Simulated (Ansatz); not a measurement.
# What Be2Sn (model cell, started as antifluorite) distorts into, part 2 of 3

Which phase does Be2Sn (model cell, started as antifluorite) fall into along its unstable mode, and how much energy does it gain?

Ansatz 0.2.0; DFT PBEsol, scalar-relativistic, plane waves, PAW.

So far, highest frequency on the path or at a solved wavevector (cm⁻¹): step 2 (response at finite wavevector) 458. Also lowest frequency on the path (cm⁻¹): step 2 -116.

The structure was built from a prototype and need not be the compound's stable phase.

### 4. The mode frozen in, largest atomic shift 0.32 Å

The atoms are moved along the unstable eigenvector, the largest shift by 0.32 Å, with the cell fixed.

input.yaml reads:

```yaml
crystal:
  lattice:
    - [0.0, -2.8806534513, -2.8806534513]
    - [0.0, 2.8806534513, -2.8806534513]
    - [5.7613069026, 0.0, 0.0]
  atoms:
    - { symbol: Sn, position: [0.4464046648, 0.5, 0.5] }
    - { symbol: Sn, position: [0.0535953352, 0.0, 0.0] }
    - { symbol: Be, position: [-0.0785495978, 0.5, 0.75] }
    - { symbol: Be, position: [0.5785495978, 0.0, 0.25] }
    - { symbol: Be, position: [-0.0785495978, 0.5, 0.25] }
    - { symbol: Be, position: [0.5785495978, 0.0, 0.75] }
kpoints:
  mp_grid: { grid: [8, 8, 6] }
hamiltonian:
  xc: pbesol
scf:
  occupations: { method: methfessel_paxton, width: 0.15 }
output:
  forces: true
  stress: true
  eigenvalues: true
```

Command:

```
ansatz run input.yaml --threads 4 --pin off --max-ram 7168MiB --backend cpu --events-out ev --progress --plain --runs-dir out
```

Numbers of over 12 decimals in the logs are rounded to 6 here.

Log:

```text
[...]
Crystal: 6 atoms, lattice volume = 95.617 Å³
Basis set: ecut = 420 eV, 1875 PW (Γ), exchange–correlation on 60×60×80 points (8 copies of the dense FFT grid, shifted against one another)
Bands: 24, of which v1, the nominal top of the filled ones, is band 18 counted from 1 (17 counted from 0)
Symmetry: 8 space group operations
[...]
k-points: 100 of 384
[...]
k-point 0: bands = [... 14 lower, 5.6473, 7.7936, 9.0783, 9.3746, 9.6754, 10.0069, 10.0724, 10.2283, ... 2 higher]
  k-point 1: bands = [... 14 lower, 5.7714, 7.7778, 8.4548, 9.0365, 9.1356, 9.2213, 9.7869, 11.2564, ... 2 higher]
  k-point 2: bands = [... 14 lower, 6.1361, 7.3836, 7.4238, 7.7387, 8.6979, 9.3379, 9.6309, 11.4778, ... 2 higher]
  k-point 99: bands = [... 14 lower, 3.7622, 3.7622, 4.5000, 4.5000, 11.3517, 11.3517, 11.6850, 11.6850, ... 2 higher]
[key lines of the parts left out:]
SCF converged after 8 iterations
Free energy (F): -12258.085130 eV
Fermi energy:    8.757607 eV
P = ⅓ Tr σ = -0.5513 GPa (-5.513 kbar)
```

The job ended after 3.9 s (4 threads of Arm Neoverse V2, shared host; peak memory 0.49 GiB; 15 s of CPU time).

Numbers from this step:

- pressure: -0.5513 GPa
- energy from the undistorted cell: -36.06 meV/atom

The energy, extrapolated to zero smearing, is -36.06 meV/atom against the undistorted cell.

The run ends at a pressure of -0.55 GPa, with forces up to 0.89 eV/Å.

### 5. Energy along the mode, all amplitudes (two of the runs are shown above)

An imaginary frequency means negative curvature, so the energy should fall and then rise again as anharmonic terms take over.

This step gave:

- depth at the lowest point sampled: 36.06 meV/atom
- largest atomic shift at that point: 0.32 Å

Energy from the parent against largest atomic shift:

```tsv
largest atomic shift (Å)	energy from the parent (meV/atom)
0.000	0
0.040	-0.953
0.080	-3.80
0.140	-11.0
0.220	-23.1
0.320	-36.1
0.450	-34.0
0.600	12.6
```

Displacement at unit largest shift by atom:

```tsv
atom	x (Å)	y (Å)	z (Å)	size
Sn1	0.000	0.482	0.482	0.682
Sn2	0.000	-0.482	-0.482	0.682
Be3	0.000	0.707	0.707	1.000
Be4	0.000	-0.707	-0.707	1.000
Be5	0.000	0.707	0.707	1.000
Be6	0.000	-0.707	-0.707	1.000
```

The lowest of the steps tried is at 0.32 Å, 36.1 meV/atom below the parent; the bottom of the well need not coincide with a step.

### 6. Relaxing from the distorted cell

Starting from the lowest point found, all atoms and the cell are let go, so that strain and other modes of the same symmetry can join in.

Changes to input.yaml since step 4:

```diff
@@ -22 +22,6 @@
   eigenvalues: true
+relax:
+  adjacent_minimum: "off"
+  f_tol: 0.002
+  max_steps: 120
+  cell: { stress_tol: 0.03 }
```

Log:

```text
[...]
Crystal: 6 atoms, lattice volume = 95.617 Å³
Basis set: ecut = 420 eV, 1875 PW (Γ), exchange–correlation on 60×60×80 points (8 copies of the dense FFT grid, shifted against one another)
Bands: 24, of which v1, the nominal top of the filled ones, is band 18 counted from 1 (17 counted from 0)
Symmetry: 8 space group operations
[...]
k-points: 100 of 384
[...]
SCF iter   1: F=—  HF=-12258.092500 eV  |F-HF|=—  |Δ(HF+E_count)|=         —  Δρ=3.86e-3  dr2=1.88e-2  ethr=1.77e-3  ⟨swp⟩=9.2  Hψ=14482  notcnv=0
[...]
SCF iter   8: F=-12258.085130 eV  HF=-12258.085130 eV  |F-HF|=8.40e-9  |Δ(HF+E_count)|=   9.58e-8  S|Δr|=    0.00e0  Δρ=3.30e-6  dr2=9.05e-9  ethr=2.78e-10  ⟨swp⟩=8.6  Hψ=10503  notcnv=0
SCF 1 converged in 8 iterations: F = -12258.085130 eV  dr2 = 9.05e-9
[...]
relax step   1: F+E_penalty+E_count = -12258.08512961 eV  Δ(F+E_penalty+E_count) = +0.000e0 eV  max|allowed force component| = 6.283e-1 eV/Å  Δτ_max = 0.0000 Å  P = -0.551 GPa  Ω = 95.617 Å³  (8 SCF iters, dr2 threshold 1.00e-7 eV, accepted)
Crystal: 6 atoms, lattice volume = 91.598 Å³
Basis set: ecut = 420 eV, 1793 PW (Γ), exchange–correlation on 60×60×80 points (8 copies of the dense FFT grid, shifted against one another)
[...]
SCF iter   6: F=-12258.339831 eV  HF=-12258.339831 eV  |F-HF|=7.39e-9  |Δ(HF+E_count)|=   1.91e-7  S|Δr|=    0.00e0  Δρ=8.24e-6  dr2=7.05e-8  ethr=1.67e-9  ⟨swp⟩=6.8  Hψ=10727  notcnv=0
SCF 2 converged in 6 iterations: F = -12258.339831 eV  dr2 = 7.05e-8
relax step   2: F+E_penalty+E_count = -12258.33983072 eV  Δ(F+E_penalty+E_count) = -2.547e-1 eV  max|allowed force component| = 2.645e-1 eV/Å  Δτ_max = 0.1682 Å  P = +0.409 GPa  Ω = 91.598 Å³  energy of the carried Pulay correction = +7.446e-4 eV  (6 SCF iters, dr2 threshold 6.00e-7 eV, accepted)
Crystal: 6 atoms, lattice volume = 89.897 Å³
Basis set: ecut = 420 eV, 1747 PW (Γ), exchange–correlation on 60×60×80 points (8 copies of the dense FFT grid, shifted against one another)
[...]
SCF iter   6: F=-12258.442930 eV  HF=-12258.442930 eV  |F-HF|=1.88e-8  |Δ(HF+E_count)|=   8.69e-8  S|Δr|=    0.00e0  Δρ=7.90e-6  dr2=8.87e-8  ethr=1.67e-9  ⟨swp⟩=7.0  Hψ=10812  notcnv=0
SCF 3 converged in 6 iterations: F = -12258.442930 eV  dr2 = 8.87e-8
[...]
relax step   3: F+E_penalty+E_count = -12258.44292958 eV  Δ(F+E_penalty+E_count) = -1.031e-1 eV  max|allowed force component| = 1.578e-1 eV/Å  Δτ_max = 0.0587 Å  P = +0.394 GPa  Ω = 89.897 Å³  energy of the carried Pulay correction = +1.069e-3 eV  (6 SCF iters, dr2 threshold 6.00e-7 eV, accepted)
[...]
relax step   4: F+E_penalty+E_count = -12258.45382425 eV  Δ(F+E_penalty+E_count) = -1.089e-2 eV  max|allowed force component| = 3.316e-2 eV/Å  Δτ_max = 0.0177 Å  P = +0.100 GPa  Ω = 89.974 Å³  energy of the carried Pulay correction = +1.055e-3 eV  (5 SCF iters, dr2 threshold 6.00e-7 eV, accepted)
[...]
relax step   5: F+E_penalty+E_count = -12258.45491280 eV  Δ(F+E_penalty+E_count) = -1.089e-3 eV  max|allowed force component| = 1.410e-2 eV/Å  Δτ_max = 0.0106 Å  P = -0.032 GPa  Ω = 90.221 Å³  energy of the carried Pulay correction = +1.007e-3 eV  (4 SCF iters, dr2 threshold 4.53e-7 eV, accepted)
[...]
relax step   6: F+E_penalty+E_count = -12258.45502546 eV  Δ(F+E_penalty+E_count) = -1.127e-4 eV  max|allowed force component| = 1.669e-3 eV/Å  Δτ_max = 0.0034 Å  P = -0.008 GPa  Ω = 90.172 Å³  energy of the carried Pulay correction = +1.016e-3 eV  (4 SCF iters, dr2 threshold 2.60e-8 eV, accepted)
[...]
relax step   7: F+E_penalty+E_count = -12258.45503179 eV  Δ(F+E_penalty+E_count) = -6.326e-6 eV  max|allowed force component| = 5.091e-4 eV/Å  Δτ_max = 0.0006 Å  P = -0.000 GPa  Ω = 90.176 Å³  energy of the carried Pulay correction = +1.016e-3 eV  (4 SCF iters, dr2 threshold 3.45e-9 eV, accepted)
Basis set: ecut = 420 eV, 1767 PW (Γ), exchange–correlation on 60×54×72 points (8 copies of the dense FFT grid, shifted against one another)
[...]
SCF iter   5: F=-12258.455191 eV  HF=-12258.455191 eV  |F-HF|=1.82e-12  |Δ(HF+E_count)|=  3.82e-11  S|Δr|=    0.00e0  Δρ=1.62e-7  dr2=2.06e-11  ethr=1.00e-12  ⟨swp⟩=5.1  Hψ=10572  notcnv=0
SCF 8 converged in 5 iterations: F = -12258.455191 eV  dr2 = 2.06e-11
relax step   8: F+E_penalty+E_count = -12258.45519089 eV  Δ(F+E_penalty+E_count) = -1.591e-4 eV  max|allowed force component| = 3.637e-4 eV/Å  Δτ_max = 0.0000 Å  P = -0.001 GPa  Ω = 90.176 Å³  stress off target by 2.22e-2 GPa  SCF on the basis re-selected at this cell (its energy is not comparable with the rows above)  (5 SCF iters)
basis re-selected at this cell: Δ(F+E_penalty+E_count) = -1.591e-4 eV, ΔP = -0.001 GPa vs the last step (what re-selecting the basis moved, of the pressure what is left beyond the Pulay correction that the steps carried, after the strain that the cell walked since its last selection, with what the two solves' SCF thresholds leave and, on support functions, any second-order correction that the steps lacked; it is no measure of the basis error at this ecutwfc). The dense FFT grid was sized anew with the basis: this SCF ran on 30×27×36 points, the steps before it on 30×30×40, so part of this shift can come from that change (see relax.cell in the input reference). [rest of the remark cut]
SCF converged after 5 iterations
[...]
Free energy (F): -12258.455191 eV
[...]
Internal energy: -12258.455893 eV  (E = F + TS)
E sigma→0 (E₀):  -12258.455366 eV
Entropy (-TS):   0.000702 eV (0.117 meV/atom)
Fermi energy:    9.510551 eV
[...]
--- Forces (eV/Å), atoms counted from 1 ---
  atom   1  Sn    -0.00000000     0.00036365     0.00036365
  atom   2  Sn     0.00000000    -0.00036365    -0.00036365
  atom   3  Be    -0.00032424    -0.00001159    -0.00001159
  atom   4  Be    -0.00032424     0.00001159     0.00001159
  atom   5  Be     0.00032424    -0.00001159    -0.00001159
  atom   6  Be     0.00032424     0.00001159     0.00001159
  max |Σ_I F_I| component: 6.94e-18 eV/Å
--- Stress (GPa, compression-positive) ---
       -0.021117       0.000000       0.000000
        0.000000       0.008323       0.013885
        0.000000       0.013885       0.008323
  P = ⅓ Tr σ = -0.0015 GPa (-0.015 kbar)
--- Band table (eV; the first three rows and the last of 100) ---
  k-point 0: bands = [... 14 lower, 5.9549, 6.6317, 9.3428, 10.3104, 10.6469, 10.7731, 10.8379, 11.3171, ... 2 higher]
  k-point 1: bands = [... 14 lower, 6.1172, 6.9251, 9.0725, 9.3753, 9.6891, 10.0663, 10.8675, 12.4641, ... 2 higher]
  k-point 2: bands = [... 14 lower, 6.5984, 7.6074, 8.2559, 8.4070, 8.4327, 10.2789, 10.3339, 12.9447, ... 2 higher]
  k-point 99: bands = [... 14 lower, 4.0797, 4.0797, 5.0542, 5.0542, 13.5056, 13.5056, 13.5783, 13.5783, ... 2 higher]
--- Relaxed structure (7 steps of the walk, 7 accepted, 1 SCFs on fresh bases) ---
  F+E_penalty+E_count = -12258.45519089 eV   max|allowed force component| = 3.637e-4 eV/Å   (the final SCF, on the basis selected at the relaxed cell)
  cell:  # Å, volume = 90.1761 Å³
    - [0, -3.106374, -3.106374]
    - [0, 2.818376, -2.818376]
    - [5.150017, 0, 0]
  atoms:
    - { symbol: Sn, position: [0.397845, 0.500000, 0.5] }
    - { symbol: Sn, position: [0.102155, 0.0, 0] }
    - { symbol: Be, position: [-0.111065, 0.5, 0.752496] }
    - { symbol: Be, position: [0.611065, 0.0, 0.252496] }
    - { symbol: Be, position: [-0.111065, 0.5, 0.247504] }
    - { symbol: Be, position: [0.611065, 0.0, 0.747504] }
```

It took 29 s on 4 threads; peak memory 0.53 GiB.

The steps of the relaxation:

```tsv
step	energy less that of the first step (eV)	largest force component (eV/Å)	pressure (GPa)	volume (Å³)
1	0.0000	0.6283	-0.55	95.62
2	-0.2547	0.2645	0.41	91.60
3	-0.3578	0.1578	0.39	89.90
4	-0.3687	0.0332	0.10	89.97
5	-0.3698	0.0141	-0.03	90.22
6	-0.3699	0.0017	-0.01	90.17
7	-0.3699	0.0005	0.00	90.18
8*	-0.3701	0.0004	0.00	90.18
```

Relaxation steps marked * repeat the geometry before them on a plane-wave basis chosen anew for their cell, so energy and pressure can jump there.

The run keeps the 8 symmetry operations that it works with, so distortions that break them were not tested.

```tsv
cell as run	before	after	change
a (Å)	4.074	4.393	+7.8 %
b (Å)	4.074	3.986	-2.2 %
c (Å)	5.761	5.150	-10.6 %
volume (Å³/atom)	15.94	15.03	-5.7 %
```

The atoms that moved most (Å, as changes of fractional coordinates times the final cell):

```tsv
atom	dx	dy	dz	length
Sn2	0.000	-0.151	-0.151	0.213
Sn1	0.000	0.151	0.151	0.213
Be3	0.013	0.101	0.101	0.143
Be6	-0.013	-0.101	-0.101	0.143
Be4	0.013	-0.101	-0.101	0.143
Be5	-0.013	0.101	0.101	0.143
```

The relaxed structure:

```cif
data_structure
_symmetry_space_group_name_H-M 'P 1'
_symmetry_Int_Tables_number 1
_cell_length_a 4.3931
_cell_length_b 3.9858
_cell_length_c 5.1500
_cell_angle_alpha 90.000
_cell_angle_beta 90.000
_cell_angle_gamma 90.000
_cell_volume 90.18
loop_
_atom_site_label
_atom_site_type_symbol
_atom_site_fract_x
_atom_site_fract_y
_atom_site_fract_z
_atom_site_occupancy
Sn1 Sn 0.39785 0.50000 0.50000 1
Sn2 Sn 0.10215 0.00000 0.00000 1
Be3 Be 0.88894 0.50000 0.75250 1
Be4 Be 0.61106 0.00000 0.25250 1
Be5 Be 0.88894 0.50000 0.24750 1
Be6 Be 0.61106 0.00000 0.74750 1
```

This step gave:

* pressure: -0.001490 GPa
* volume per atom: 15.03 Å³

The distorted start has space group Pmmn; the relaxation ends in Pmmn.

### 7. The new phase in its own primitive cell

The relaxed structure is symmetrised, reduced to its primitive cell and relaxed tightly, as its phonons need.

input.yaml reads:

```yaml
crystal:
  lattice:
    - [3.9857858804, 0.0, 0.0]
    - [0.0, 5.150017326, 0.0]
    - [0.0, 0.0, 4.3930766977]
  atoms:
    - { symbol: Sn, position: [0.5, 0.5, 0.1478454674] }
    - { symbol: Sn, position: [0.0, 0.0, 0.8521545326] }
    - { symbol: Be, position: [0.5, 0.2475044113, 0.6389353469] }
    - { symbol: Be, position: [0.0, 0.7475044113, 0.3610646531] }
    - { symbol: Be, position: [0.5, 0.7524955887, 0.6389353469] }
    - { symbol: Be, position: [0.0, 0.2524955887, 0.3610646531] }
kpoints:
  mp_grid: { grid: [8, 6, 8] }
hamiltonian:
  xc: pbesol
scf:
  occupations: { method: methfessel_paxton, width: 0.15 }
output:
  forces: true
  stress: true
  eigenvalues: true
relax:
  adjacent_minimum: "off"
  f_tol: 0.001
  max_steps: 60
  cell: { stress_tol: 0.01 }
```

Log:

```text
[...]
Crystal: 6 atoms, lattice volume = 90.176 Å³
Basis set: ecut = 420 eV, 1767 PW (Γ), exchange–correlation on 54×72×60 points (8 copies of the dense FFT grid, shifted against one another)
Bands: 24, of which v1, the nominal top of the filled ones, is band 18 counted from 1 (17 counted from 0)
Symmetry: 8 space group operations
[...]
k-points: 100 of 384
[...]
cell:  # Å, volume = 90.1649 Å³
    - [3.985513, 0.0, 0.0]
    - [0.0, 5.148269, 0.0]
    - [0.0, 0.0, 4.394323]
  atoms:
    - { symbol: Sn, position: [0.5, 0.500000, 0.147819] }
    - { symbol: Sn, position: [0.0, 0, 0.852181] }
    - { symbol: Be, position: [0.5, 0.247546, 0.638914] }
    - { symbol: Be, position: [0.0, 0.747546, 0.361086] }
    - { symbol: Be, position: [0.5, 0.752454, 0.638914] }
    - { symbol: Be, position: [0.0, 0.252454, 0.361086] }
[key lines of the parts left out:]
SCF converged after 7 iterations
Free energy (F): -12258.455195 eV
Fermi energy:    9.512869 eV
P = ⅓ Tr σ = -0.0014 GPa (-0.014 kbar)
```

Run time: 11 s. Hardware: 4 threads; peak memory 0.51 GiB.

Little changed from the start: no atom moved by 0.005 Å and no cell edge by 0.1 %.

Numbers from this step:

```yaml
pressure: -0.001442 GPa
```

The largest force component left is 0.68 meV/Å and the pressure is -0.001 GPa, within the tolerances set. The cell now holds 15.03 Å³/atom.

(Part 2 of 3 ends here.)

[Logs are printed without paths, hosts, clocks, repeated set-up lines and the standing remarks that a program may print on its own settings, such as how far it seeks lower states.]

[Hosts, paths, dates, database ids (printed as entryN), source tags and the programs' standing remarks are cut or masked in the printed files.]
